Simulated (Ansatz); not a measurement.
**Work function of Al(111): what the settings cost and change**

How far do functional and pseudopotentials move the work function of Al(111), and at what cost?

Calculated with Ansatz 0.2.0; plane-wave DFT, PBE, Ansatz PAW, in the first sound run; inputs show where later runs differ.

**What experiment says.**

For Al (clean (111) face, a compiled value), “Properties of real metallic surfaces: Effects of density functional semilocality and van der Waals nonlocality” (2017, arxiv:1702.08515) quotes earlier work: work function (clean (111) face, a compiled value) 4.32 eV.

Report form: the programs' logs are mostly left out.

**1. Set-up**

The cell holds 7 atoms: 7 Al. Its edges and angles: a = 2.864 Å, b = 2.864 Å, c = 32.030 Å, α = 90.0°, β = 90.0°, γ = 60.0°. Vacuum lies along c.

**2. Slab, setting PBE, Ansatz PAW (420 eV)**

A work function rests on the faint tail of the density, so the SCF threshold is tight. PBE on the default files comes first; the next runs keep the geometry and change functional or files, each at the cutoff that its files recommend; a relaxation and, for heavy metals, spin-orbit coupling close the ladder.

input.yaml reads:

```yaml
crystal:
  lattice:
    - [2.8637824638, 0.0, 0.0]
    - [1.4318912319, 2.4801083646, 0.0]
    - [0.0, 0.0, 32.0296115413]
  atoms:
    - { symbol: Al, position: [0.0, 0.0, 0.2809899829] }
    - { symbol: Al, position: [0.3333333333, 0.3333333333, 0.3539933219] }
    - { symbol: Al, position: [0.6666666667, 0.6666666667, 0.426996661] }
    - { symbol: Al, position: [0.0, 0.0, 0.5] }
    - { symbol: Al, position: [0.3333333333, 0.3333333333, 0.573003339] }
    - { symbol: Al, position: [0.6666666667, 0.6666666667, 0.6460066781] }
    - { symbol: Al, position: [0.0, 0.0, 0.7190100171] }
kpoints:
  mp_grid: { grid: [16, 16, 1] }
hamiltonian:
  xc: pbe
scf:
  occupations: { method: fermi_dirac, width: 0.1 }
  convergence: { dr2_threshold: 1.0e-09 }
efield:
  axis: 3
  dipole_correction: true
  ramp_position: 0.97
  ramp_width: 0.06
output:
  write_potential: true
  write_density: true
  volumetric_format: npy
  elf: true
```

Launch:

```console
> ansatz run input.yaml --threads 2 --pin off --max-ram 3072MiB --backend cpu --events-out ev --progress --plain --runs-dir out
```

It took 8.6 s on 2 threads of Arm Neoverse V2, shared host; peak memory 0.44 GiB; 16 s of CPU time.

This step gave:

```
energy at zero smearing   : -3761.7916 eV
work function, upper face : 4.039 eV
```

Running mean over 2.338 Å of the planar mean; the ramp of the sawtooth is left out. The electron's electrostatic potential energy less the Fermi level by z:

```csv
z (Å),electron's electrostatic potential energy less the Fermi level (eV)
4,4.04
5,4.03
6,3.95
7,2.94
8,-1.35
9,-4.39
10,-4.57
11,-4.60
12,-4.60
13,-4.60
14,-4.61
15,-4.60
16,-4.61
17,-4.60
18,-4.61
19,-4.60
20,-4.60
21,-4.60
22,-4.58
23,-4.42
24,-1.49
25,2.86
26,3.94
27,4.03
28,4.04
```

Valence density in the ca plane at fractional y = 0.000, with atoms of Al within 0.2 Å of it. It is the smooth field of the valence electrons, not physical close to the nuclei.

Ten even steps from '0' (0.00 e/Å³) to '9' (0.21 e/Å³), each cell a mean:
```
65568999984348999987556789899633563100000000
76789998998679989998767899989877863100000000
98899998889998889999889999988999852100000000
99999998778998789999999999877899742100000000
99999998789998789999999999887899752100000000
87789998899899889998778999988989853100000000
76678998996458999987666899999755663100000000
65567889984337998886556788899533564100000000
```
Columns run along c (16.0 Å, from fractional 0.38 to 0.88 of the cell), rows up along a (2.9 Å). Atoms in or near the plane, at fractional coordinates: Al at (0.50, 0.00), Al at (0.72, 0.00).

Electrostatic potential energy in the ca plane at fractional y = 0.000, with atoms of Al within 0.2 Å of it. With pseudopotentials it is smooth inside the atoms' cores, unlike the true potential.

Values in eV, 5 rows by 16 columns, each cell a mean:
```
  3   2   2 -10 -12   0   1   3   2   2  -9 -12  -1   6   6   6
  1  -5  -2  -2  -6   1  -6   0  -4  -2  -1  -6   3   6   6   6
 -1  -9  -4   2   1   1 -11  -1  -8  -5   2   1   5   6   6   6
  2  -2   0  -5 -11   1  -3   2  -2  -1  -5 -11   2   6   6   6
  4   3   2 -10  -9  -1   2   4   3   2  -9  -9  -2   6   6   6
```
Columns run along c (16.0 Å, from fractional 0.38 to 0.88 of the cell; values clipped at the 3rd and 97th percentile), rows up along a (2.9 Å). Atoms in or near the plane, at fractional coordinates: Al at (0.50, 0.00), Al at (0.72, 0.00).

ELF in the ca plane at fractional y = 0.000, with atoms of Al within 0.2 Å of it. It is the smooth field of the valence electrons, not physical close to the nuclei.

Ten even steps from '0' (0.00) to '9' (0.73), each cell a mean:
```
43356888850115888875334678887211398631000000
65567887774347778876556788877534898521000000
77777877677877677877777777776789986410000000
88887676667876667678888766766789985310000000
88787776668887667778878777766789986310000000
76678887776567778887667788877667997420000000
54457888862116888875445678887311598631000000
43346788850314888764334577887134289631000000
```
Columns run along c (16.0 Å, from fractional 0.38 to 0.88 of the cell), rows up along a (2.9 Å). Atoms in or near the plane, at fractional coordinates: Al at (0.50, 0.00), Al at (0.72, 0.00).

The work function is 4.039 eV.

**3. Slab**

This step: plane-wave DFT, LDA, Ansatz PAW (Ansatz 0.2.0).

input.yaml: that of step 2 with these lines changed.

```diff
@@ -16,3 +16,3 @@
 hamiltonian:
-  xc: pbe
+  xc: lda
 scf:
@@ -29,2 +29 @@
   volumetric_format: npy
-  elf: true
```

Wall time 8.1 s (2 threads); peak memory 0.43 GiB.

The work function is 4.207 eV, +0.168 eV from the run “PBE, Ansatz PAW (420 eV)”, at 0.94 times its CPU time.

**4. Run**

This step: plane-wave DFT, PBEsol, Ansatz PAW (Ansatz 0.2.0).

input.yaml: that of step 3 with these lines changed.

```diff
@@ -16,3 +16,3 @@
 hamiltonian:
-  xc: lda
+  xc: pbesol
 scf:
```

Elapsed: 7.6 s, on 2 threads; peak memory 0.44 GiB.

The work function is 4.098 eV, +0.059 eV from the run “PBE, Ansatz PAW (420 eV)”, at 0.90 times its CPU time.

**5. Slab**

This step: plane-wave DFT, RPBE, Ansatz PAW (Ansatz 0.2.0).

input.yaml: that of step 4 with these lines changed.

```diff
@@ -16,3 +16,3 @@
 hamiltonian:
-  xc: pbesol
+  xc: rpbe
 scf:
```

Run time: 7.6 s. Hardware: 2 threads; peak memory 0.44 GiB; 15 s of CPU time.

The work function is 3.965 eV, -0.074 eV from the run “PBE, Ansatz PAW (420 eV)”, at 0.90 times its CPU time.

**6. Slab**

This step: plane-wave DFT, r2SCAN, Ansatz PAW (Ansatz 0.2.0).

input.yaml: that of step 5 with these lines changed.

```diff
@@ -16,3 +16,3 @@
 hamiltonian:
-  xc: rpbe
+  xc: r2scan
 scf:
```

It took 16 s on 2 threads; peak memory 0.86 GiB; 32 s of CPU time.

The work function is 4.086 eV, +0.047 eV from the run “PBE, Ansatz PAW (420 eV)”, at 1.9 times its CPU time.

**7. Slab**

This step: plane-wave DFT, PBE, JTH PAW (Ansatz 0.2.0).

input.yaml: that of step 6 with these lines changed.

```diff
@@ -16,3 +16,4 @@
 hamiltonian:
-  xc: r2scan
+  xc: pbe
+  pseudopotentials: { kind: paw, source: jth }
 scf:
```

Wall time 12 s (2 threads); peak memory 0.54 GiB; 23 s of CPU time.

The work function is 4.041 eV, +0.002 eV from the run “PBE, Ansatz PAW (420 eV)”, at 1.4 times its CPU time.

**8. Run**

This step: plane-wave DFT, PBE, norm-conserving (Ansatz 0.2.0).

input.yaml: that of step 7 with these lines changed.

```diff
@@ -17,3 +17,3 @@
   xc: pbe
-  pseudopotentials: { kind: paw, source: jth }
+  pseudopotentials: { kind: nc }
 scf:
```

Wall time 11 s (2 threads); peak memory 0.45 GiB; 21 s of CPU time.

The work function is 4.042 eV, +0.003 eV from the run “PBE, Ansatz PAW (420 eV)”, at 1.3 times its CPU time.

**9. Run**

This step: plane-wave DFT, LDA, norm-conserving (Ansatz 0.2.0).

input.yaml: that of step 8 with these lines changed.

```diff
@@ -16,3 +16,3 @@
 hamiltonian:
-  xc: pbe
+  xc: lda
   pseudopotentials: { kind: nc }
```

It took 12 s on 2 threads; peak memory 0.48 GiB; 23 s of CPU time.

The work function is 4.210 eV, +0.171 eV from the run “PBE, Ansatz PAW (420 eV)”, at 1.4 times its CPU time.

**10. Slab, setting PBE, all layers relaxed**

This step: plane-wave DFT, PBE, Ansatz PAW (Ansatz 0.2.0).

input.yaml: that of step 9 with these lines changed.

```diff
@@ -16,4 +16,3 @@
 hamiltonian:
-  xc: lda
-  pseudopotentials: { kind: nc }
+  xc: pbe
 scf:
@@ -26,2 +25,5 @@
   ramp_width: 0.06
+relax:
+  f_tol: 0.01
+  max_steps: 40
 output:
```

It took 13 s on 2 threads; peak memory 0.44 GiB.

The relaxation took 3 steps and lowered the energy by 8.8e-4 eV; the largest force on the free atoms ends at 2.7e-4 eV/Å.

The work function is 4.034 eV, -0.005 eV from the run “PBE, Ansatz PAW (420 eV)”, at 1.6 times its CPU time.

**11. Comparing the runs**

Times are for 2 threads of Arm Neoverse V2, shared host. The runs compared:

```csv
no.,setting,"work function, upper face (eV)",time,memory (GiB)
1,"PBE, Ansatz PAW (420 eV)",4.039,8.6 s,0.44
2,"LDA, Ansatz PAW (420 eV)",4.207,8.1 s,0.43
3,"PBEsol, Ansatz PAW (420 eV)",4.098,7.6 s,0.44
4,"RPBE, Ansatz PAW (420 eV)",3.965,7.6 s,0.44
5,"r2SCAN, Ansatz PAW (500 eV)",4.086,16 s,0.86
6,"PBE, JTH PAW (570 eV)",4.041,12 s,0.54
7,"PBE, norm-conserving (544 eV)",4.042,11 s,0.45
8,"LDA, norm-conserving (599 eV)",4.210,12 s,0.48
9,"PBE, all layers relaxed",4.034,13 s,0.44
```

**12. Varying the input**

An input spoilt on purpose, to show how the run answers: it repeats the earlier run “PBE, Ansatz PAW (420 eV)” with efield.axis from 3 to 1, and scf.max_iter set to 100; its output block differs too.

input.yaml: that of step 10 with these lines changed.

```diff
@@ -20,4 +20,5 @@
   convergence: { dr2_threshold: 1.0e-09 }
+  max_iter: 100
 efield:
-  axis: 3
+  axis: 1
   dipole_correction: true
@@ -25,5 +26,2 @@
   ramp_width: 0.06
-relax:
-  f_tol: 0.01
-  max_steps: 40
 output:
```

Run time: 0.19 s. Hardware: 2 threads; peak memory 0.31 GiB.

The program refused the input before any cycle.

The program's message: “Error: efield: ion 0 (Al) at fractional coordinate 0.0000 along the field axis lies inside the sawtooth ramp with 2 of the planes that the density is read on at each end, [0.8700, 0.1300] — the ramp m …”

The fault put into the input: the field along an axis without vacuum.

**13. Summary of results**

| Quantity | Value |
| --- | --- |
| work function, PBE, Ansatz PAW (420 eV) | 4.039 eV |
| work function, LDA, Ansatz PAW (420 eV) | 4.207 eV |
| work function, RPBE, Ansatz PAW (420 eV) | 3.965 eV |
| work function, r2SCAN, Ansatz PAW (500 eV) | 4.086 eV |
| work function, LDA, norm-conserving (599 eV) | 4.210 eV |
| work function, PBE, all layers relaxed | 4.034 eV |

**Reading.** PBE on the default files gives 4.04 eV, and the settings tried spread the value from 3.96 to 4.21 eV. At one geometry LDA lies 0.17 eV above PBE. The choice of pseudopotentials moves the PBE value by 0.003 eV. Relaxing the layers changes it by -0.005 eV. The ladder's slabs use the tabulated experimental lattice constant (two decimals; a low-temperature value for the alkali metals).

Calculation against experiment:

```
                                               quantity  measured  PBE, Ansatz PAW (420 eV)  LDA, Ansatz PAW (420 eV)  PBEsol, Ansatz PAW (420 eV)  RPBE, Ansatz PAW (420 eV)  r2SCAN, Ansatz PAW (500 eV)  LDA, norm-conserving (599 eV)  PBE, all layers relaxed
work function (clean (111) face, a compiled value) (eV)      4.32           4.04 (-0.28 eV)           4.21 (-0.11 eV)              4.10 (-0.22 eV)            3.96 (-0.36 eV)              4.09 (-0.23 eV)                4.21 (-0.11 eV)          4.03 (-0.29 eV)
```

Measured values from arxiv:1702.08515 (2017).

**Verdict.** For the work function, of the levels listed nearest comes LDA, norm-conserving (599 eV) (-0.11 eV, good agreement) and farthest RPBE, Ansatz PAW (420 eV) (-0.36 eV, a clear miss). The grades are ours: good and fair within 3 and 7 % for the work function.

[Logs are printed without paths, hosts, clocks, repeated set-up lines and the standing remarks that a program may print on its own settings, such as how far it seeks lower states.]

[Hosts, paths, dates, database ids (printed as entryN), source tags and the programs' standing remarks are cut or masked in the printed files.]

[Maps of the electrostatic potential energy from Ansatz leave out the sawtooth potential of an applied field or a dipole correction, so their vacuum need not be flat; planar profiles and work functions include it.]
